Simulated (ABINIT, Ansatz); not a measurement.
**Quasiparticle gap of BaAlGeH (P3m1) in ABINIT**

Aim: the G0W0 gap of BaAlGeH (P3m1) on PBEsol, step by step.

Method: PBEsol and many-body steps on it, plane waves, in ABINIT 10.8.3.

## 1. The structure

It takes space group P3m1 (No. 156, trigonal). The conventional cell has a = 4.345 Å, b = 4.345 Å, c = 5.216 Å, α = 90.00°, β = 90.00°, γ = 120.00°. Nearest to Ba lie 3 H at 2.60 Å. Al has 1 H at 1.73 Å and 3 Ge at 2.55 Å nearest. Ge has 3 Al at 2.55 Å nearest. Nearest to H lie 1 Al at 1.73 Å and 3 Ba at 2.60 Å. Farther neighbours are not listed.

As a file:

```cif
data_structure
_symmetry_space_group_name_H-M 'P 1'
_symmetry_Int_Tables_number 1
_cell_length_a 4.3448
_cell_length_b 4.3448
_cell_length_c 5.2161
_cell_angle_alpha 90.000
_cell_angle_beta 90.000
_cell_angle_gamma 120.000
_cell_volume 85.27
loop_
_atom_site_label
_atom_site_type_symbol
_atom_site_fract_x
_atom_site_fract_y
_atom_site_fract_z
_atom_site_occupancy
Ba1 Ba 0.00000 0.00000 0.00000 1
Al2 Al 0.66667 0.33333 0.53950 1
Ge3 Ge 0.33333 0.66667 0.45510 1
H4 H 0.66667 0.33333 0.87030 1
```

The cell and positions come from the Crystallography Open Database and are kept as given unless a step says otherwise. Spin-orbit coupling is left out unless a step names it.

## 2. Ground state

This step: ABINIT 10.8.3; DFT, PBEsol, plane waves, norm-conserving pseudopotentials.

The ground-state density comes first.

Input file run.abi:

```
acell 3*1.0 Angstrom
rprim 
  4.344840000012 -0.000000000003 0.000000000000
  -2.172420000004 3.762741815391 0.000000000000
  0.000000000000 0.000000000000 5.216060000000
ntypat 4
znucl 56 13 32 1
natom 4
typat 1 2 3 4
xred 
  0.000000000000 0.000000000000 0.000000000000
  0.666666666667 0.333333333333 0.539500000000
  0.333333333333 0.666666666667 0.455100000000
  0.666666666667 0.333333333333 0.870300000000
pp_dirpath "pseudos"
pseudos "Ba.upf, Al.upf, Ge.upf, H.upf"
ecut 56
ngkpt 6 6 4
nshiftk 1
shiftk 0 0 0
kptopt 1
chksymbreak 0
nband 24
occopt 1
tolvrs 1e-10
nstep 60
prtwf 0
optforces 0
optstress 0
indata_prefix "in"
outdata_prefix "out"
tmpdata_prefix "tmp"
```

Run with:

```sh
OMP_NUM_THREADS=1 mpirun -n 4 abinit run.abi > log
```

Numbers of over 12 decimals in the logs are rounded to 6 here.

Log:

```text
.Version 10.8.3 of ABINIT. v10.8.2 released Aug 2026.

 Symmetries : space group P3 m 1 (#156); Bravais hP (primitive hexag.)
================================================================================
 Values of the parameters that define the memory need of the present run
     intxc =       0    ionmov =       0      iscf =       7    lmnmax =       6
     lnmax =       6     mgfft =      72  mpssoang =       3    mqgrid =    3321
     natom =       4  nloc_mem =       1    nspden =       1   nspinor =       1
    nsppol =       1      nsym =       6    n1xccc =    2501    ntypat =       4
    occopt =       1   xclevel =       2
-    mband =          24        mffmem =           1         mkmem =           6
       mpw =       11535          nfft =      259200          nkpt =          24
================================================================================
  Rough estimation (10% accuracy) of disk space for files :
================================================================================

--------------------------------------------------------------------------------
------------- Echo of variables that govern the present computation ------------
--------------------------------------------------------------------------------
 -outvars: echo values of preprocessed input variables --------
            acell      1.8897261259E+00  1.8897261259E+00  1.8897261259E+00 Bohr

      chksymbreak           0
             ecut      5.60000000E+01 Hartree
-          fftalg         312

              ixc     -116133
              kpt      0.00000000E+00  0.00000000E+00  0.00000000E+00
                       1.66666667E-01  0.00000000E+00  0.00000000E+00
                       3.33333333E-01  0.00000000E+00  0.00000000E+00
                       5.00000000E-01  0.00000000E+00  0.00000000E+00
                       1.66666667E-01  1.66666667E-01  0.00000000E+00
                       3.33333333E-01  1.66666667E-01  0.00000000E+00
                       3.33333333E-01  3.33333333E-01  0.00000000E+00
                       0.00000000E+00  0.00000000E+00  2.50000000E-01
                       1.66666667E-01  0.00000000E+00  2.50000000E-01
   [... 13 further rows ...]
                       3.33333333E-01  1.66666667E-01  5.00000000E-01
                       3.33333333E-01  3.33333333E-01  5.00000000E-01
         kptrlatt        6    0    0      0    6    0      0    0    4
          kptrlen      3.94276994E+01
P           mkmem           6
            natom           4
            nband          24
            ngfft          60      60      72
             nkpt          24
            nstep          60
             nsym           6
           ntypat           4
              occ      2.000000  2.000000  2.000000  2.000000  2.000000  2.000000
                       2.000000  2.000000  2.000000  2.000000  2.000000  2.000000
                       2.000000  2.000000  2.000000  2.000000  2.000000  2.000000
                       0.000000  0.000000  0.000000  0.000000  0.000000  0.000000
        optforces           0
        optstress           0
            prtwf           0
            rprim      4.3448400000E+00 -3.0000000000E-12  0.0000000000E+00
[...]
spgroup         156

           tolvrs      1.00000000E-10

             xred      0.0000000000E+00  0.0000000000E+00  0.0000000000E+00
[...]
znucl       56.00000   13.00000   32.00000    1.00000

================================================================================

 chkinp: Checking input parameters for consistency.

================================================================================
== DATASET  1 ==================================================================
-   mpi_nproc: 4, omp_nthreads: 1 (-1 if OMP is not activated)

--- !DatasetInfo
iteration_state: {dtset: 1, }
dimensions: {natom: 4, nkpt: 24, mband: 24, nsppol: 1, nspinor: 1, nspden: 1, mpw: 11535, }
cutoff_energies: {ecut:  56.0, pawecutdg:  -1.0, }
electrons: {nelect:   3.60000000E+01, charge:   0.00000000E+00, occopt:   1.00000000E+00, tsmear:   1.00000000E-02, }

 Real(R)+Recip(G) space primitive vectors, cartesian coordinates (Bohr,Bohr^-1):
 R(1)=  8.2105577  0.0000000  0.0000000  G(1)=  0.1217944  0.0703180  0.0000000
 R(2)= -4.1052788  7.1105515  0.0000000  G(2)=  0.0000000  0.1406361  0.0000000
 R(3)=  0.0000000  0.0000000  9.8569249  G(3)=  0.0000000  0.0000000  0.1014515
 Unit cell volume ucvol=  5.7546298E+02 bohr^3
 Angles (23,13,12)=  9.00000000E+01  9.00000000E+01  1.20000000E+02 degrees

 getcut: wavevector=  0.0000  0.0000  0.0000  ngfft=  60  60  72
         ecut(hartree)=     56.000   => boxcut(ratio)=   2.16836

--- Pseudopotential description ------------------------------------------------
- Ba Generated using ONCVPSP code by D. R. Hamann
- 56.00000  10.00000  180301                  znucl, zion, pspdat
12 -116133 2 -1 1936                          pspcod,pspxc,lmax,lloc,mmax
     nproj     2     2     2
  pspatm : epsatm=   22.57506632
         --- l  ekb(1:nproj) -->
[...]
pspatm: atomic psp has been read  and splines computed

- Al Generated using ONCVPSP code by D. R. Hamann
- 13.00000   3.00000  180301                  znucl, zion, pspdat
12 -116133 2 -1 1876                          pspcod,pspxc,lmax,lloc,mmax
     nproj     2     2     2
  pspatm : epsatm=    0.68509285
         --- l  ekb(1:nproj) -->
[...]
pspatm: atomic psp has been read  and splines computed

- Ge Generated using ONCVPSP code by D. R. Hamann
- 32.00000  22.00000  180301                  znucl, zion, pspdat
12 -116133 2 -1 1560                          pspcod,pspxc,lmax,lloc,mmax
     nproj     2     2     2
  pspatm : epsatm=   22.55990694
         --- l  ekb(1:nproj) -->
[...]
pspatm: atomic psp has been read  and splines computed

- H Generated using ONCVPSP code by D. R. Hamann
-  1.00000   1.00000  180301                  znucl, zion, pspdat
12 -116133 1 -1 1180                          pspcod,pspxc,lmax,lloc,mmax
     nproj     2     1     0
  pspatm : epsatm=    0.35585368
         --- l  ekb(1:nproj) -->
[...]
1   -0.494138
 pspatm: atomic psp has been read  and splines computed

   1.66233311E+03                                ecore*ucvol(ha*bohr**3)
--------------------------------------------------------------------------------

_setup2: Arith. and geom. avg. npw (full set) are   11518.840   11518.833

================================================================================

--- !BeginCycle
iteration_state: {dtset: 1, }
solver: {iscf: 7, nstep: 60, nline: 4, wfoptalg: 0, }
tolerances: {tolvrs: 1.00E-10, }

     iter   Etot(hartree)      deltaE(h)  residm     vres2
 ETOT  1  -305.13574487022    -3.051E+02 9.678E-01 1.519E+04
 ETOT  2  -308.09122561046    -2.955E+00 6.542E-02 3.034E+04
 ETOT  3  -310.12160237372    -2.030E+00 5.858E-02 5.548E+03
 ETOT  4  -310.40774994325    -2.861E-01 2.727E-02 1.650E+03
 ETOT  5  -310.51342302835    -1.057E-01 2.219E-02 2.286E+02
 ETOT  6  -310.52704909977    -1.363E-02 2.187E-03 2.341E+01
 ETOT  7  -310.52867501495    -1.626E-03 6.714E-03 4.879E-02
 ETOT  8  -310.52867670454    -1.690E-06 1.645E-03 1.080E-02
 ETOT  9  -310.52867772241    -1.018E-06 2.298E-03 3.977E-05
 ETOT 10  -310.52867772691    -4.503E-09 2.956E-04 9.000E-06
 ETOT 11  -310.52867772729    -3.808E-10 2.441E-04 1.639E-07
 ETOT 12  -310.52867772732    -3.473E-11 1.328E-04 6.297E-09
 ETOT 13  -310.52867772731     8.754E-12 1.420E-04 5.476E-11

 At SCF step   13       vres2   =  5.48E-11 < tolvrs=  1.00E-10 =>converged.

--- !ResultsGS
iteration_state: {dtset: 1, }
comment   : Summary of ground state results
lattice_vectors:
- [  8.2105577,  -0.0000000,   0.0000000, ]
- [ -4.1052788,   7.1105515,   0.0000000, ]
- [  0.0000000,   0.0000000,   9.8569249, ]
lattice_lengths: [   8.21056,    8.21056,    9.85692, ]
lattice_angles: [ 90.000,  90.000, 120.000, ] # degrees, (23, 13, 12)
lattice_volume:   5.7546298E+02
convergence: {deltae:  8.754E-12, res2:  5.476E-11, residm:  1.420E-04, diffor:  0.000E+00, }
etotal    :  -3.10528678E+02
entropy   :   0.00000000E+00
fermie    :   2.16286011E-01
cartesian_stress_tensor: null
pressure_GPa: null
xred      :
- [  0.0000E+00,   0.0000E+00,   0.0000E+00, Ba]
- [  6.6667E-01,   3.3333E-01,   5.3950E-01, Al]
- [  3.3333E-01,   6.6667E-01,   4.5510E-01, Ge]
- [  6.6667E-01,   3.3333E-01,   8.7030E-01,  H]
cartesian_forces: null
force_length_stats: {min: null, max: null, mean: null, }

 Integrated electronic density in atomic spheres:
 ------------------------------------------------
 Atom  Sphere_radius  Integrated_density
[...]
4        2.00000          1.38343472
================================================================================

 ----iterations are completed or convergence reached----

 Mean square residual over all n,k,spin=   53.942E-08; max=  14.197E-05
 reduced coordinates (array xred) for    4 atoms
       0.000000000000      0.000000000000      0.000000000000
       0.666666666667      0.333333333333      0.539500000000
       0.333333333333      0.666666666667      0.455100000000
       0.666666666667      0.333333333333      0.870300000000
 rms dE/dt=  0.0000E+00; max dE/dt=  0.0000E+00; dE/dt below (all hartree)
    1       0.000000000000      0.000000000000      0.000000000000
    2       0.000000000000      0.000000000000      0.000000000000
    3       0.000000000000      0.000000000000      0.000000000000
    4       0.000000000000      0.000000000000      0.000000000000

 cartesian coordinates (angstrom) at end:
    1      0.000000     0.000000     0.000000
    2      2.172420     1.254247     2.814064
    3      1.33e-12     2.508495     2.373829
    4      2.172420     1.254247     4.539537
 length scales=  1.889726125908  1.889726125908  1.889726125908 bohr
              =  1.000000000000  1.000000000000  1.000000000000 angstroms
 prteigrs : about to open file out_EIG
 Fermi (or HOMO) energy (hartree) =   0.21629   Average Vxc (hartree)=  -0.35362
 Eigenvalues (hartree) for nkpt=  24  k points:
 kpt#   1, nband= 24, wtk=  0.00694, kpt=  0.0000  0.0000  0.0000 (reduced coord)
  -5.73940   -3.80315   -3.80315   -3.80229   -0.78630   -0.64019   -0.64019   -0.63857
  -0.63857   -0.63841   -0.24865   -0.23497   -0.23497   -0.12397    0.05987    0.18795
   0.20080    0.20080    0.25789    0.33764    0.33764    0.37647    0.37689    0.38058
 prteigrs : prtvol=0 or 1, do not print more k-points.

--- !EnergyTerms
iteration_state     : {dtset: 1, }
comment             : Components of total free energy in Hartree
kinetic             :  1.41708971993449E+02
hartree             :  1.45499219716856E+02
xc                  : -3.53376617098924E+01
Ewald energy        : -1.27317646753708E+02
psp_core            :  2.88868820079072E+00
local_psp           : -3.70561720854509E+02
non_local_psp       : -6.74085283203013E+01
total_energy        : -3.10528677727315E+02
total_energy_eV     : -8.44991579009172E+03
band_energy         : -4.28926699645622E+01

== END DATASET(S) ==============================================================
================================================================================

 -outvars: echo values of variables after computation  --------
           etotal     -3.1052867773E+02
            nband          24
             nkpt          24
          spgroup         156
 [... the other variables as echoed above ...]

 Calculation completed.
```

Run time: 64 s. Hardware: 4 MPI ranks of AMD EPYC 7R13 (Zen 3), shared host; peak memory 0.63 GiB; 4.3 min of CPU time.

This step gave:

```yaml
total_energy: -8449.9158 eV
gap: 0.7867 eV
k_of_the_valence_top: 0, 0, 0.5
k_of_the_conduction_bottom: 0.5, 0, 0
least_direct_gap: 1.302 eV
```

The gap is indirect, with the least direct gap 0.52 eV higher.

## 3. Empty states on the mesh, 3×3×2 mesh, 63 bands

The sums over transitions need many empty states on a uniform mesh; this step solves for them.

Changes to run.abi since step 2:

```diff
@@ -17,3 +17,3 @@
 ecut 56
-ngkpt 6 6 4
+ngkpt 3 3 2
 nshiftk 1
@@ -22,9 +22,10 @@
 chksymbreak 0
-nband 24
-occopt 1
-tolvrs 1e-10
+iscf -2
+irdden 1
+istwfk *1
+nband 63
+nbdbuf 4
+tolwfr 1e-09
 nstep 60
-prtwf 0
-optforces 0
-optstress 0
+prtvol 0
 indata_prefix "in"
```

Log:

```text
.Version 10.8.3 of ABINIT. v10.8.2 released Aug 2026.

 Symmetries : space group P3 m 1 (#156); Bravais hP (primitive hexag.)
[... echo of the input left out ...]
== DATASET  1 ==================================================================
-   mpi_nproc: 4, omp_nthreads: 1 (-1 if OMP is not activated)

--- !DatasetInfo
iteration_state: {dtset: 1, }
dimensions: {natom: 4, nkpt: 6, mband: 63, nsppol: 1, nspinor: 1, nspden: 1, mpw: 11532, }
cutoff_energies: {ecut:  56.0, pawecutdg:  -1.0, }
electrons: {nelect:   3.60000000E+01, charge:   0.00000000E+00, occopt:   1.00000000E+00, tsmear:   1.00000000E-02, }

 Real(R)+Recip(G) space primitive vectors, cartesian coordinates (Bohr,Bohr^-1):
 R(1)=  8.2105577  0.0000000  0.0000000  G(1)=  0.1217944  0.0703180  0.0000000
 R(2)= -4.1052788  7.1105515  0.0000000  G(2)=  0.0000000  0.1406361  0.0000000
 R(3)=  0.0000000  0.0000000  9.8569249  G(3)=  0.0000000  0.0000000  0.1014515
 Unit cell volume ucvol=  5.7546298E+02 bohr^3
 Angles (23,13,12)=  9.00000000E+01  9.00000000E+01  1.20000000E+02 degrees

 getcut: wavevector=  0.0000  0.0000  0.0000  ngfft=  60  60  72
         ecut(hartree)=     56.000   => boxcut(ratio)=   2.16836

--- Pseudopotential description ------------------------------------------------
- Ba Generated using ONCVPSP code by D. R. Hamann
- 56.00000  10.00000  180301                  znucl, zion, pspdat
12 -116133 2 -1 1936                          pspcod,pspxc,lmax,lloc,mmax
     nproj     2     2     2
  pspatm : epsatm=   22.57506632
         --- l  ekb(1:nproj) -->
             0    6.556682    0.638229
             1    5.348860    0.533728
             2    4.518908    0.934050
 pspatm: atomic psp has been read  and splines computed

- Al Generated using ONCVPSP code by D. R. Hamann
- 13.00000   3.00000  180301                  znucl, zion, pspdat
12 -116133 2 -1 1876                          pspcod,pspxc,lmax,lloc,mmax
     nproj     2     2     2
  pspatm : epsatm=    0.68509285
         --- l  ekb(1:nproj) -->
[...]
pspatm: atomic psp has been read  and splines computed

- Ge Generated using ONCVPSP code by D. R. Hamann
- 32.00000  22.00000  180301                  znucl, zion, pspdat
12 -116133 2 -1 1560                          pspcod,pspxc,lmax,lloc,mmax
     nproj     2     2     2
  pspatm : epsatm=   22.55990694
         --- l  ekb(1:nproj) -->
[...]
pspatm: atomic psp has been read  and splines computed

- H Generated using ONCVPSP code by D. R. Hamann
-  1.00000   1.00000  180301                  znucl, zion, pspdat
12 -116133 1 -1 1180                          pspcod,pspxc,lmax,lloc,mmax
     nproj     2     1     0
  pspatm : epsatm=    0.35585368
         --- l  ekb(1:nproj) -->
[...]
1   -0.494138
 pspatm: atomic psp has been read  and splines computed

[...]
2.57E-10  2.59E-10  2.26E-10  2.24E-10  4.58E-10  2.16E-10  8.44E-10  2.99E-10
  8.05E-10  2.35E-10  8.34E-10  1.95E-10  7.95E-10  7.83E-10  6.88E-10  4.82E-10
  4.74E-11  4.08E-10  9.45E-10  2.33E-10  6.46E-10  4.60E-10  9.63E-10  3.85E-10
[...]
4.99E-10  3.66E-10  4.67E-10  2.71E-10  6.24E-10  3.87E-09  3.13E-08
 -5.7394E+00 -3.8031E+00 -3.8031E+00 -3.8023E+00 -7.8630E-01 -6.4019E-01
 -6.4019E-01 -6.3857E-01 -6.3857E-01 -6.3841E-01 -2.4865E-01 -2.3497E-01
 -2.3497E-01 -1.2397E-01  5.9873E-02  1.8795E-01  2.0080E-01  2.0080E-01
[...]
1.0377E+00  1.0681E+00  1.0770E+00  1.0770E+00  1.1263E+00  1.1263E+00
  1.1263E+00  1.1286E+00  1.2052E+00  1.2365E+00  1.2365E+00  1.2424E+00
[...]
prteigrs : prtvol=0 or 1, do not print more k-points.

--- !ResultsGS
iteration_state: {dtset: 1, }
comment   : Summary of ground state results
lattice_vectors:
- [  8.2105577,  -0.0000000,   0.0000000, ]
- [ -4.1052788,   7.1105515,   0.0000000, ]
- [  0.0000000,   0.0000000,   9.8569249, ]
lattice_lengths: [   8.21056,    8.21056,    9.85692, ]
lattice_angles: [ 90.000,  90.000, 120.000, ] # degrees, (23, 13, 12)
lattice_volume:   5.7546298E+02
convergence: {deltae:  0.000E+00, res2:  0.000E+00, residm:  9.896E-10, diffor:  0.000E+00, }
etotal    :  -3.10528678E+02
entropy   :   0.00000000E+00
fermie    :   2.16286011E-01
cartesian_stress_tensor: null
pressure_GPa: null
xred      :
- [  0.0000E+00,   0.0000E+00,   0.0000E+00, Ba]
- [  6.6667E-01,   3.3333E-01,   5.3950E-01, Al]
- [  3.3333E-01,   6.6667E-01,   4.5510E-01, Ge]
- [  6.6667E-01,   3.3333E-01,   8.7030E-01,  H]
cartesian_forces: null
force_length_stats: {min: null, max: null, mean: null, }

 Integrated electronic density in atomic spheres:
 ------------------------------------------------
 Atom  Sphere_radius  Integrated_density
[...]
================================================================================

 ----iterations are completed or convergence reached----

 Mean square residual over all n,k,spin=   49.925E-11; max=  98.960E-11
 reduced coordinates (array xred) for    4 atoms
[...]
0.333333333333      0.666666666667      0.455100000000
       0.666666666667      0.333333333333      0.870300000000

 cartesian coordinates (angstrom) at end:
    1      0.000000     0.000000     0.000000
    2      2.172420     1.254247     2.814064
    3      1.33e-12     2.508495     2.373829
    4      2.172420     1.254247     4.539537
 length scales=  1.889726125908  1.889726125908  1.889726125908 bohr
              =  1.000000000000  1.000000000000  1.000000000000 angstroms
 prteigrs : about to open file out_EIG
 Eigenvalues (hartree) for nkpt=   6  k points:
 kpt#   1, nband= 63, wtk=  0.05556, kpt=  0.0000  0.0000  0.0000 (reduced coord)
[...]
0.91104    0.91379    0.91379    0.94570    0.95937    0.95937    1.00074    1.00074
   1.03774    1.06806    1.07705    1.07705    1.12627    1.12627    1.12628    1.12864
   1.20516    1.23647    1.23647    1.24244    1.24244    1.29666    1.31123
 prteigrs : prtvol=0 or 1, do not print more k-points.

== END DATASET(S) ==============================================================
================================================================================

 -outvars: echo values of variables after computation  --------
            nband          63
             nkpt           6
          spgroup         156
 [... the other variables as echoed above ...]

 Calculation completed.
```

It took 35 s on 4 MPI ranks; peak memory 0.46 GiB.

This step gave:

```yaml
gap: 1.132 eV
k_of_the_valence_top: 0, 0, 0.5
k_of_the_conduction_bottom: 0, 0, 0
least_direct_gap: 1.350 eV
k_points_computed: 6
lowest_point_of_the_top_converged_band_above_the_valence_top: 27.76 eV
```

On this mesh the gap is 1.132 eV. The earlier step found 0.787 eV, so this mesh misses an edge.

(Part 1 of 2 ends here.)

[Paths, hosts, dates, memory and timing lines, banners, echoed tables and standing remarks are left out of the program output.]

[Logs are printed without paths, hosts, clocks, repeated set-up lines and the standing remarks that a program may print on its own settings, such as how far it seeks lower states.]

[Runs of the session that timed out or met a known fault of the program may be left out.]

[Hosts, paths, dates, database ids (printed as entryN), source tags and the programs' standing remarks are cut or masked in the printed files.]

[G0W0 gaps are taken among the corrected bands and points alone; a level outside them can change the order at an edge.]

[Where Ansatz stands beside ABINIT at settings called matched, ABINIT's density can come from a denser mesh and the files from another edition; pairs whose starting gaps differed by over 0.03 eV were left out, so agreement reads better than it is.]
